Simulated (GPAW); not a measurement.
Consider zinc-blende (GaP)1-x(InP)x, x = 0.75.

```xyz
16
Lattice="0.0000 5.7645 5.7645 5.7645 0.0000 5.7645 5.7645 5.7645 0.0000" Properties=species:S:1:pos:R:3 pbc="T T T"
In    0.0132    5.7749    5.7636
P     1.3825    1.5097    1.5008
In    2.8882    8.6419    5.7618
P     4.3337    4.3269    1.4360
In    8.6352   11.5214    8.6390
P     4.3229    1.4350    4.3162
In    5.7693    8.6454    8.6466
P     7.1476    4.3740    4.3819
Ga    5.7641    2.8980    8.6491
P     1.3910    4.2696    4.2736
In    8.6396    5.7652    8.6377
P     4.4244    7.2073    4.3094
In    8.6507    8.6422    5.7702
P     4.4269    4.3306    7.2002
Ga    5.7588    5.7679    5.7512
P     7.1408    7.1484    7.1428
```

Absorber: atom 2, with 1 Ga at 2.40 Å and 3 In at 2.53 Å (distorted tetrahedral). Method: GPAW, PBE, excited-electron core hole (neutral cell), 16-atom cell with 8.2 Å between holes, 4×4×4 k points, dipole transitions, Gaussian full width 0.9 eV up to 4 eV, rising linearly to 3.5 eV at 25 eV.

Predict the near-edge structure at the P K edge.

Main maxima up to 24 eV above the zero (height): 2.0 eV (1.72), 3.9 eV (2.10), 6.5 eV (1.52) and 13.3 eV (1.06). A K edge sees empty p states on the absorber. The total-energy difference is 2155.59 eV. One term is added: -15.96 eV, since the hole is spin-paired here and a spin-polarised one costs that much less in the free atom (computed apart). The photon energy is then 2139.63 eV. The functional leaves an error of a few eV in such absolute values.

The P K spectrum (energy from the bottom of the conduction band, which holds the excited electron; intensity scaled to a mean of 1 over the first 20 eV):

| E (eV) | isotropic | ε ∥ x | ε ∥ y |
| --- | --- | --- | --- |
| -2.0 | 0.00 | 0.00 | 0.00 |
| -1.5 | 0.00 | 0.00 | 0.00 |
| -1.0 | 0.00 | 0.00 | 0.00 |
| -0.5 | 0.00 | 0.00 | 0.00 |
| 0.0 | 0.02 | 0.02 | 0.02 |
| 0.5 | 0.19 | 0.20 | 0.19 |
| 1.0 | 0.75 | 0.75 | 0.75 |
| 1.5 | 1.51 | 1.49 | 1.53 |
| 2.0 | 1.72 | 1.70 | 1.73 |
| 2.5 | 1.67 | 1.68 | 1.67 |
| 3.0 | 1.39 | 1.38 | 1.39 |
| 3.5 | 1.70 | 1.70 | 1.71 |
| 4.0 | 2.06 | 2.09 | 2.05 |
| 4.5 | 1.47 | 1.47 | 1.47 |
| 5.0 | 1.17 | 1.16 | 1.18 |
| 5.5 | 1.08 | 1.08 | 1.08 |
| 6.0 | 1.30 | 1.31 | 1.30 |
| 6.5 | 1.52 | 1.52 | 1.52 |
| 7.0 | 1.31 | 1.31 | 1.31 |
| 7.5 | 1.08 | 1.09 | 1.07 |
| 8.0 | 1.05 | 1.05 | 1.05 |
| 8.5 | 1.00 | 0.99 | 1.01 |
| 9.0 | 0.84 | 0.83 | 0.85 |
| 9.5 | 0.68 | 0.68 | 0.69 |
| 10.0 | 0.62 | 0.61 | 0.62 |
| 10.5 | 0.63 | 0.63 | 0.64 |
| 11.0 | 0.69 | 0.69 | 0.70 |
| 11.5 | 0.78 | 0.78 | 0.79 |
| 12.0 | 0.89 | 0.89 | 0.89 |
| 12.5 | 0.99 | 0.99 | 1.00 |
| 13.0 | 1.05 | 1.06 | 1.05 |
| 13.5 | 1.06 | 1.06 | 1.05 |
| 14.0 | 1.02 | 1.02 | 1.02 |
| 14.5 | 0.97 | 0.97 | 0.97 |
| 15.0 | 0.91 | 0.91 | 0.91 |
| 15.5 | 0.85 | 0.85 | 0.84 |
| 16.0 | 0.79 | 0.79 | 0.79 |
| 16.5 | 0.73 | 0.74 | 0.73 |
| 17.0 | 0.68 | 0.69 | 0.68 |
| 17.5 | 0.65 | 0.65 | 0.64 |
| 18.0 | 0.63 | 0.64 | 0.63 |
| 18.5 | 0.64 | 0.64 | 0.64 |
| 19.0 | 0.68 | 0.67 | 0.68 |
| 19.5 | 0.71 | 0.71 | 0.72 |
| 20.0 | 0.75 | 0.74 | 0.75 |
| 20.5 | 0.77 | 0.77 | 0.77 |
| 21.0 | 0.78 | 0.78 | 0.77 |
| 21.5 | 0.78 | 0.78 | 0.78 |
| 22.0 | 0.80 | 0.80 | 0.79 |
| 22.5 | 0.83 | 0.84 | 0.83 |
| 23.0 | 0.88 | 0.89 | 0.88 |
| 23.5 | 0.94 | 0.95 | 0.94 |
| 24.0 | 1.00 | 1.01 | 1.00 |
| 24.5 | 1.05 | 1.05 | 1.05 |
| 25.0 | 1.07 | 1.06 | 1.08 |
| 25.5 | 1.07 | 1.05 | 1.07 |
| 26.0 | 1.04 | 1.02 | 1.05 |
| 26.5 | 0.99 | 0.97 | 1.00 |
| 27.0 | 0.93 | 0.92 | 0.94 |
| 27.5 | 0.88 | 0.87 | 0.89 |
| 28.0 | 0.84 | 0.83 | 0.84 |

The mesh is coarse (0.24 Å⁻¹ between points), so small maxima may be mesh ripples. Lifetime broadening is put in by hand, and intensities beyond about 20 eV depend on it and on the partial waves.

[Banner, clock and machine lines of the logs are left out without a mark of their own.]

[Logs are printed without paths, hosts, clocks, repeated set-up lines and the standing remarks that a program may print on its own settings, such as how far it seeks lower states.]

[Hosts, paths, dates, database ids (printed as entryN), source tags and the programs' standing remarks are cut or masked in the printed files.]

[Lists of maxima count a maximum above −3 eV only where it reaches 4 % of the highest in the window and stands out from its surroundings by 2 % of it (1.5 % where it reaches 55 %); shoulders and weaker maxima are passed over, and of the rest the first, up to two pre-edge ones and the few strongest are named.]
